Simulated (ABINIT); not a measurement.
## SiPbSe3 (Pm-3m): zone-centre phonons

Which modes does SiPbSe3 (Pm-3m) have at the zone centre?

Main program and level: ABINIT 10.8.3; DFT LDA, scalar-relativistic, plane waves, HGH norm-conserving pseudopotentials.

The structure was built from a prototype and need not be the compound's stable phase.

### Step 1. Starting point

It takes space group Pm-3m (No. 221, cubic). Conventional cell: a = 4.665 Å, b = 4.665 Å, c = 4.665 Å, α = 90.00°, β = 90.00°, γ = 90.00°. Pb has 12 Se at 3.30 Å nearest. Si has 6 Se at 2.33 Å nearest. Nearest to Se lie 2 Si at 2.33 Å and 4 Pb at 3.30 Å. Farther neighbours and most contacts between anions are not listed.

Structure file:

```cif
data_structure
_symmetry_space_group_name_H-M 'P 1'
_symmetry_Int_Tables_number 1
_cell_length_a 4.6648
_cell_length_b 4.6648
_cell_length_c 4.6648
_cell_angle_alpha 90.000
_cell_angle_beta 90.000
_cell_angle_gamma 90.000
_cell_volume 101.51
loop_
_atom_site_label
_atom_site_type_symbol
_atom_site_fract_x
_atom_site_fract_y
_atom_site_fract_z
_atom_site_occupancy
Pb1 Pb 0.00000 0.00000 0.00000 1
Si2 Si 0.50000 0.50000 0.50000 1
Se3 Se 0.50000 0.50000 0.00000 1
Se4 Se 0.50000 0.00000 0.50000 1
Se5 Se 0.00000 0.50000 0.50000 1
```

### Step 2. A first look

A first run with smearing and empty bands tells whether the crystal has a gap, which decides between fixed occupations and smearing later on.

File probe.abi:

```
# ground state
tolvrs 1.0d-08
prtden 1
prtwf 1

# basis, mesh and filling
ecut 20.0
ixc 7
ngkpt 4 4 4
nshiftk 1
shiftk 0.0 0.0 0.0
istwfk *1
occopt 7
tsmear 0.005
nband 20
nstep 100
diemac 9.0
prtebands 0
prtgsr 0

# cell and atoms
acell 8.815194426 8.815194426 8.815194426
rprim 
    1.0 0.0 0.0
    0.0 1.0 0.0
    0.0 0.0 1.0
ntypat 3
znucl 82 14 34
natom 5
typat 1 2 3 3 3
xred 
    0.0 0.0 0.0
    0.5 0.5 0.5
    0.5 0.5 0.0
    0.5 0.0 0.5
    0.0 0.5 0.5
pp_dirpath "./pseudo"
pseudos "Pb.hgh, Si.hgh, Se.hgh"
```

Started as:

```bash
$ OMP_NUM_THREADS=1 mpirun -n 4 abinit probe.abi > probe.log
```

Numbers of over 12 decimals in the logs are rounded to 6 here.

probe.abo, the main output file:

```text
[banners, grids, parts of the stress and lines that vanish by symmetry left out]
- input  file    -> probe.abi
- output file    -> probe.abo
- root for input  files -> probei
[...]
Symmetries : space group Pm -3 m (#221); Bravais cP (primitive cubic)
[...]
mpw =        2968          nfft =       46656          nkpt =          10
[...]
== DATASET  1 ==================================================================
[...]
cutoff_energies: {ecut:  20.0, pawecutdg:  -1.0, }
[...]
Exchange-correlation functional for the present dataset will be:
  LDA: Perdew-Wang 92 LSD fit to Ceperley-Alder data - ixc=7
[...]
ETOT  1  -36.068123077113    -3.607E+01 1.720E-02 1.190E+02
 ETOT  2  -36.111063665341    -4.294E-02 7.190E-04 1.732E+00
 ETOT  3  -36.111856278884    -7.926E-04 8.216E-04 2.303E-01
 ETOT  4  -36.111967088367    -1.108E-04 1.623E-04 2.550E-03
 ETOT  5  -36.111967757605    -6.692E-07 4.980E-05 1.043E-04
 ETOT  6  -36.111967778981    -2.138E-08 4.631E-05 1.891E-06
 ETOT  7  -36.111967779461    -4.799E-10 8.822E-06 2.005E-08
 ETOT  8  -36.111967779466    -5.073E-12 1.240E-05 1.375E-10
 At SCF step    8       vres2   =  1.37E-10 < tolvrs=  1.00E-08 =>converged.
[...]
sigma(1 1)= -1.97718779E-04  sigma(3 2)=  0.00000000E+00
  sigma(2 2)= -1.97718779E-04  sigma(3 1)=  0.00000000E+00
  sigma(3 3)= -1.97718779E-04  sigma(2 1)=  0.00000000E+00
[...]
convergence: {deltae: -5.073E-12, res2:  1.375E-10, residm:  1.240E-05, diffor: null, }
etotal    :  -3.61119678E+01
[...]
sigma(1 1)= -1.97718779E-04  sigma(3 2)=  0.00000000E+00
  sigma(2 2)= -1.97718779E-04  sigma(3 1)=  0.00000000E+00
  sigma(3 3)= -1.97718779E-04  sigma(2 1)=  0.00000000E+00
[...]
- sigma(1 1)= -5.81708730E+00  sigma(3 2)=  0.00000000E+00
- sigma(2 2)= -5.81708730E+00  sigma(3 1)=  0.00000000E+00
- sigma(3 3)= -5.81708730E+00  sigma(2 1)=  0.00000000E+00
[...]
fcart     -0.0000000000E+00 -0.0000000000E+00 -0.0000000000E+00
           strten     -1.9771877868E-04 -1.9771877868E-04 -1.9771877868E-04
================================================================================

[key lines of the parts left out:]
pressure_GPa:   5.8171E+00
```

It took 9.7 s on 4 MPI ranks of Arm Neoverse N1, shared host.

This step gave:

* volume per atom: 20.30 Å³
* pressure: 5.817 GPa
* gap on the k-mesh: 0 eV

No gap opens on this mesh, so smearing is kept; the printed pressure holds the stress of the finite basis too.

### Step 3. Rough relaxation

The typed start is rough, so a first relaxation with smearing and loose thresholds takes it towards rest cheaply.

File prerelax.abi:

```
# relaxation
ionmov 2
optcell 2
dilatmx 1.15
chkdilatmx 0
ntime 40
tolmxf 3.0d-04
tolvrs 1.0d-10
prtwf 0
prtden 0
chksymtnons 0

# basis, mesh and filling
ecut 21.0
ecutsm 3.0
ixc 7
ngkpt 4 4 4
nshiftk 1
shiftk 0.0 0.0 0.0
istwfk *1
occopt 7
tsmear 0.005
nband 20
nstep 100
diemac 1000000.0
prtebands 0
prtgsr 0

# cell and atoms
acell 8.815194426 8.815194426 8.815194426
rprim 
    1.0 0.0 0.0
    0.0 1.0 0.0
    0.0 0.0 1.0
ntypat 3
znucl 82 14 34
natom 5
typat 1 2 3 3 3
xred 
    0.0 0.0 0.0
    0.5 0.5 0.5
    0.5 0.5 0.0
    0.5 0.0 0.5
    0.0 0.5 0.5
pp_dirpath "./pseudo"
pseudos "Pb.hgh, Si.hgh, Se.hgh"
```

Started as:

```bash
$ OMP_NUM_THREADS=1 mpirun -n 4 abinit prerelax.abi > prerelax.log
```

prerelax.abo, the main output file:

```text
[banners, grids, parts of the stress and lines that vanish by symmetry left out]
- input  file    -> prerelax.abi
- output file    -> prerelax.abo
- root for input  files -> prerelaxi
[...]
Symmetries : space group Pm -3 m (#221); Bravais cP (primitive cubic)
[...]
mpw =        4828          nfft =       91125          nkpt =          10
[...]
== DATASET  1 ==================================================================
[...]
cutoff_energies: {ecut:  21.0, pawecutdg:  -1.0, }
[...]
Exchange-correlation functional for the present dataset will be:
  LDA: Perdew-Wang 92 LSD fit to Ceperley-Alder data - ixc=7
[...]
ETOT  1  -36.068229971935    -3.607E+01 1.622E-02 2.286E+02
 ETOT  2  -36.109973588119    -4.174E-02 1.645E-03 6.779E+00
 ETOT  3  -36.110866013370    -8.924E-04 6.302E-04 3.575E-01
 ETOT  4  -36.110951091125    -8.508E-05 3.223E-04 2.117E-03
[...]
ETOT  8  -36.118473530712     8.811E-13 2.308E-09 3.307E-13
 At SCF step    8       vres2   =  3.31E-13 < tolvrs=  1.00E-10 =>converged.
[...]
sigma(1 1)= -1.33194191E-06  sigma(3 2)=  0.00000000E+00
  sigma(2 2)= -1.33194191E-06  sigma(3 1)=  0.00000000E+00
  sigma(3 3)= -1.33194191E-06  sigma(2 1)=  0.00000000E+00
[...]
convergence: {deltae:  8.811E-13, res2:  3.307E-13, residm:  2.308E-09, diffor: null, }
etotal    :  -3.61184735E+01
[...]
At Broyd/MD step   4, gradients are converged :
[...]
sigma(1 1)= -1.33194191E-06  sigma(3 2)=  0.00000000E+00
  sigma(2 2)= -1.33194191E-06  sigma(3 1)=  0.00000000E+00
  sigma(3 3)= -1.33194191E-06  sigma(2 1)=  0.00000000E+00
[...]
- sigma(1 1)= -3.91870841E-02  sigma(3 2)=  0.00000000E+00
- sigma(2 2)= -3.91870841E-02  sigma(3 1)=  0.00000000E+00
- sigma(3 3)= -3.91870841E-02  sigma(2 1)=  0.00000000E+00
[...]
fcart     -0.0000000000E+00 -0.0000000000E+00 -0.0000000000E+00
           strten     -1.3319419147E-06 -1.3319419147E-06 -1.3319419147E-06
================================================================================

[key lines of the parts left out:]
pressure_GPa:   3.9187E-02
Total energy (etotal) [Ha]= -3.61184735307122E+01
```

Wall time 69 s (4 MPI ranks).

The steps of the relaxation:

| step | energy less that of the first step (eV) | largest force (eV/Å) | volume (Å³) |
| --- | --- | --- | --- |
| 1 | 0.0000 | 0.0000 | 101.51 |
| 2 | -0.0863 | 0.0000 | 103.75 |
| 3 | -0.2032 | 0.0000 | 110.54 |
| 4 | -0.2047 | 0.0000 | 111.38 |

| conventional cell, symmetrised | before | after | change |
| --- | --- | --- | --- |
| a (Å) | 4.665 | 4.811 | +3.1 % |
| b (Å) | 4.665 | 4.811 | +3.1 % |
| c (Å) | 4.665 | 4.811 | +3.1 % |
| volume (Å³/atom) | 20.30 | 22.28 | +9.7 % |

The relaxed structure:

```cif
data_structure
_symmetry_space_group_name_H-M 'P 1'
_symmetry_Int_Tables_number 1
_cell_length_a 4.8113
_cell_length_b 4.8113
_cell_length_c 4.8113
_cell_angle_alpha 90.000
_cell_angle_beta 90.000
_cell_angle_gamma 90.000
_cell_volume 111.38
loop_
_atom_site_label
_atom_site_type_symbol
_atom_site_fract_x
_atom_site_fract_y
_atom_site_fract_z
_atom_site_occupancy
Pb1 Pb 0.00000 0.00000 0.00000 1
Si2 Si 0.50000 0.50000 0.50000 1
Se3 Se 0.50000 0.50000 0.00000 1
Se4 Se 0.50000 0.00000 0.50000 1
Se5 Se 0.00000 0.50000 0.50000 1
```

This step gave:

```
volume per atom : 22.28 Å³
pressure        : 0.03919 GPa
```

The volume changes by +9.7 % in this run and stands +9.7 % from the first cell.

### Step 4. Relaxing the cell and atoms

The harmonic expansion needs vanishing forces, and a free crystal bears no stress, so cell and atoms are brought to rest. Stress is more sensitive to the basis than forces are: the last 3 Ha under the cutoff are smoothed with ecutsm, and the cutoff is raised above that of the later runs.

File relax.abi:

```
# relaxation
ionmov 2
optcell 2
dilatmx 1.08
ntime 40
tolmxf 1.0d-05
tolvrs 1.0d-14
prtwf 0
prtden 0
chksymtnons 0

# basis, mesh and filling
ecut 26.0
ecutsm 3.0
ixc 7
ngkpt 6 6 6
nshiftk 1
shiftk 0.0 0.0 0.0
istwfk *1
occopt 7
tsmear 0.01
nband 20
nstep 100
diemac 1000000.0
prtebands 0
prtgsr 0

# cell and atoms
acell 9.092106179 9.092106179 9.092106179
rprim 
    1.0 0.0 0.0
    0.0 1.0 0.0
    0.0 0.0 1.0
ntypat 3
znucl 82 14 34
natom 5
typat 1 2 3 3 3
xred 
    0.0 0.0 0.0
    0.5 0.5 0.5
    0.5 0.5 0.0
    0.5 0.0 0.5
    0.0 0.5 0.5
pp_dirpath "./pseudo"
pseudos "Pb.hgh, Si.hgh, Se.hgh"
```

Started as:

```bash
$ OMP_NUM_THREADS=1 mpirun -n 4 abinit relax.abi > relax.log
```

relax.abo, the main output file:

```text
[banners, grids, parts of the stress and lines that vanish by symmetry left out]
- input  file    -> relax.abi
- output file    -> relax.abo
- root for input  files -> relaxi
[...]
Symmetries : space group Pm -3 m (#221); Bravais cP (primitive cubic)
[...]
mpw =        6031          nfft =      110592          nkpt =          20
[...]
== DATASET  1 ==================================================================
[...]
cutoff_energies: {ecut:  26.0, pawecutdg:  -1.0, }
[...]
Exchange-correlation functional for the present dataset will be:
  LDA: Perdew-Wang 92 LSD fit to Ceperley-Alder data - ixc=7
[...]
ETOT  1  -36.072457065163    -3.607E+01 2.093E-02 2.887E+02
 ETOT  2  -36.121558621855    -4.910E-02 7.114E-04 3.059E+01
 ETOT  3  -36.126256787302    -4.698E-03 3.094E-03 3.001E+00
 ETOT  4  -36.126943328172    -6.865E-04 3.665E-04 2.793E-02
 ETOT  5  -36.126947212346    -3.884E-06 2.632E-04 2.418E-03
[...]
At SCF step   11       vres2   =  1.15E-15 < tolvrs=  1.00E-14 =>converged.
[...]
sigma(1 1)= -4.34062098E-06  sigma(3 2)=  0.00000000E+00
  sigma(2 2)= -4.34062098E-06  sigma(3 1)=  0.00000000E+00
  sigma(3 3)= -4.34062098E-06  sigma(2 1)=  0.00000000E+00
[...]
convergence: {deltae: -1.776E-13, res2:  1.151E-15, residm:  2.823E-05, diffor: null, }
etotal    :  -3.61269474E+01
[...]
ETOT  1  -36.126947508433    -3.613E+01 1.573E-05 1.076E-02
[...]
At SCF step    8       vres2   =  1.43E-15 < tolvrs=  1.00E-14 =>converged.
[...]
sigma(1 1)= -3.44023010E-06  sigma(3 2)=  0.00000000E+00
  sigma(2 2)= -3.44023010E-06  sigma(3 1)=  0.00000000E+00
  sigma(3 3)= -3.44023010E-06  sigma(2 1)=  0.00000000E+00
[...]
convergence: {deltae:  2.061E-13, res2:  1.427E-15, residm:  1.298E-06, diffor: null, }
etotal    :  -3.61269486E+01
[...]
ETOT  1  -36.126934565403    -3.613E+01 6.326E-07 1.581E-01
[...]
ETOT  8  -36.126950529267     6.324E-13 5.091E-08 2.097E-14
 ETOT  9  -36.126950529266     4.832E-13 6.139E-08 4.509E-16
 At SCF step    9       vres2   =  4.51E-16 < tolvrs=  1.00E-14 =>converged.
[...]
sigma(1 1)= -9.03756748E-09  sigma(3 2)=  0.00000000E+00
  sigma(2 2)= -9.03756748E-09  sigma(3 1)=  0.00000000E+00
  sigma(3 3)= -9.03756748E-09  sigma(2 1)=  0.00000000E+00
[...]
convergence: {deltae:  4.832E-13, res2:  4.509E-16, residm:  6.139E-08, diffor: null, }
etotal    :  -3.61269505E+01
[...]
At Broyd/MD step   3, gradients are converged :
[...]
sigma(1 1)= -9.03756748E-09  sigma(3 2)=  0.00000000E+00
  sigma(2 2)= -9.03756748E-09  sigma(3 1)=  0.00000000E+00
  sigma(3 3)= -9.03756748E-09  sigma(2 1)=  0.00000000E+00
[...]
- sigma(1 1)= -2.65894415E-04  sigma(3 2)=  0.00000000E+00
- sigma(2 2)= -2.65894415E-04  sigma(3 1)=  0.00000000E+00
- sigma(3 3)= -2.65894415E-04  sigma(2 1)=  0.00000000E+00
[...]
fcart     -0.0000000000E+00 -0.0000000000E+00 -0.0000000000E+00
           strten     -9.0375674813E-09 -9.0375674813E-09 -9.0375674815E-09
================================================================================

[key lines of the parts left out:]
pressure_GPa:   2.6589E-04
Total energy (etotal) [Ha]= -3.61269505292664E+01
```

Elapsed: 1.7 min, on 4 MPI ranks.

Little changed from the start: no atom moved by 0.005 Å and no cell edge by 0.1 %.

Read from the output:

```yaml
volume_per_atom: 22.32 Å³
pressure: 2.66e-4 GPa
```

The volume changes by +0.2 % in this run and stands +9.9 % from the first cell.

### Step 5. Ground state

First-order wavefunctions inherit every error of the ground state, hence the very tight tolvrs. Smearing stays on, as the first look found no gap above 0.3 eV.

File gs.abi:

```
# ground state
tolvrs 1.0d-16
prtden 1
prtwf 1

# basis, mesh and filling
ecut 20.0
ixc 7
ngkpt 6 6 6
nshiftk 1
shiftk 0.0 0.0 0.0
istwfk *1
occopt 7
tsmear 0.01
nband 20
nstep 100
diemac 1000000.0
prtebands 0
prtgsr 0

# cell and atoms
acell 9.097822376 9.097822376 9.097822376
rprim 
    1.0 0.0 0.0
    0.0 1.0 0.0
    0.0 0.0 1.0
ntypat 3
znucl 82 14 34
natom 5
typat 1 2 3 3 3
xred 
    0.0 0.0 0.0
    0.5 0.5 0.5
    0.5 0.5 0.0
    0.5 0.0 0.5
    0.0 0.5 0.5
pp_dirpath "./pseudo"
pseudos "Pb.hgh, Si.hgh, Se.hgh"
```

Started as:

```bash
$ OMP_NUM_THREADS=1 mpirun -n 4 abinit gs.abi > gs.log
```

gs.abo, the main output file:

```text
[banners, grids, parts of the stress and lines that vanish by symmetry left out]
- input  file    -> gs.abi
- output file    -> gs.abo
- root for input  files -> gsi
[...]
Symmetries : space group Pm -3 m (#221); Bravais cP (primitive cubic)
[...]
mpw =        3235          nfft =       64000          nkpt =          20
[...]
== DATASET  1 ==================================================================
[...]
cutoff_energies: {ecut:  20.0, pawecutdg:  -1.0, }
[...]
Exchange-correlation functional for the present dataset will be:
  LDA: Perdew-Wang 92 LSD fit to Ceperley-Alder data - ixc=7
[...]
ETOT  1  -36.070321382662    -3.607E+01 2.567E-02 1.635E+02
 ETOT  2  -36.115810474719    -4.549E-02 1.698E-03 1.630E+01
 ETOT  3  -36.119944663632    -4.134E-03 2.910E-04 1.677E+00
 ETOT  4  -36.120617321752    -6.727E-04 1.259E-03 1.820E-02
 ETOT  5  -36.120621879076    -4.557E-06 3.498E-04 1.427E-03
[...]
ETOT 11  -36.120622125995     1.990E-13 6.074E-06 5.806E-16
 ETOT 12  -36.120622125994     1.144E-12 7.743E-06 7.435E-18
 At SCF step   12       vres2   =  7.43E-18 < tolvrs=  1.00E-16 =>converged.
[...]
sigma(1 1)=  3.77653965E-05  sigma(3 2)=  0.00000000E+00
  sigma(2 2)=  3.77653965E-05  sigma(3 1)=  0.00000000E+00
  sigma(3 3)=  3.77653965E-05  sigma(2 1)=  0.00000000E+00
[...]
convergence: {deltae:  1.144E-12, res2:  7.435E-18, residm:  7.743E-06, diffor: null, }
etotal    :  -3.61206221E+01
[...]
sigma(1 1)=  3.77653965E-05  sigma(3 2)=  0.00000000E+00
  sigma(2 2)=  3.77653965E-05  sigma(3 1)=  0.00000000E+00
  sigma(3 3)=  3.77653965E-05  sigma(2 1)=  0.00000000E+00
[...]
- sigma(1 1)=  1.11109633E+00  sigma(3 2)=  0.00000000E+00
- sigma(2 2)=  1.11109633E+00  sigma(3 1)=  0.00000000E+00
- sigma(3 3)=  1.11109633E+00  sigma(2 1)=  0.00000000E+00
[...]
fcart     -0.0000000000E+00 -0.0000000000E+00 -0.0000000000E+00
           strten      3.7765396534E-05  3.7765396534E-05  3.7765396534E-05
================================================================================

[key lines of the parts left out:]
pressure_GPa:  -1.1111E+00
```

Run time: 25 s. Hardware: 4 MPI ranks; 95 s of CPU time.

Numbers from this step:

| Quantity | Value |
| --- | --- |
| pressure | -1.111 GPa |

The cell stands at -1.1 GPa: the relaxation ran with a smoothed and higher cutoff, and the difference is a stress of the finite basis.

(Part 1 of 4 ends here.)

[Host names and launcher messages were left out of these logs when they were recorded.]

[Logs are printed without paths, hosts, clocks, repeated set-up lines and the standing remarks that a program may print on its own settings, such as how far it seeks lower states.]

[Hosts, paths, dates, database ids (printed as entryN), source tags and the programs' standing remarks are cut or masked in the printed files.]
